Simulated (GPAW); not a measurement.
# Surface energy and work function of Mg(0001) from slabs of 3 to 12 layers (RPBE)

How do energy and work function of Mg(0001) films settle with thickness, and what surface energy follows?

Set-up. GPAW 26.7.0, plane waves at 450 eV with PAW setups; symmetric 1×1 slabs cut at the tabulated lattice constant (two decimals; low-temperature values for the alkali metals), atoms at bulk places, 7.5 Å of vacuum on each side, one in-plane mesh for all thicknesses, Fermi-Dirac smearing of 0.1 eV. Energies are extrapolated to zero smearing and count from the program's reference atoms. Functional RPBE. The cell's area is 8.924 Å².

Results, with one row withheld:

| layers | energy (eV) | work function (eV) |
| --- | --- | --- |
| 3 | −3.6797 | 3.73 |
| 4 | −5.1149 | 3.71 |
| 5 | −6.5388 | 3.68 |
| 6 | −7.9677 | 3.66 |
| 7 | −9.3790 | 3.63 |
| 8 | −10.7957 | 3.62 |
| 9 | −12.2145 | 3.63 |
| 10 | −13.6317 | 3.64 |
| 11 | −15.0470 | 3.64 |
| 12 | ? | ? |

To predict: What surface energy do these runs give, and what energy and work function should the 12-layer slab have?

**Working.** A slab of n layers has E(n) = nε + 2Aγ once its middle is bulk-like. A line through n = 6 to 11 has the slope ε = −1.4164 eV a layer and the intercept 2Aγ = 0.5333 eV (r.m.s. residual 1.8 meV). So γ = 0.5333 / (2 × 8.924 Å²) = 0.0299 eV/Å² = 0.48 J/m², with a standard error of under 0.01 J/m² from the scatter about the line. For 12 layers: 0.5333 + 12 × (−1.4164) = −16.463 eV; the run gives −16.468 eV, 5.0 meV under the line. The work function has no such law: from 6 to 11 layers it moves between 3.62 and 3.66 eV (mean 3.64), and the 12-layer slab gives 3.64 eV. The thinnest slab, 3 layers, lies +0.09 eV from that mean.

Caveats: The surfaces are unrelaxed, so γ is an upper bound for this functional and lattice constant. The tabulated lattice constant isn't the functional's own, which strains the slab a little.
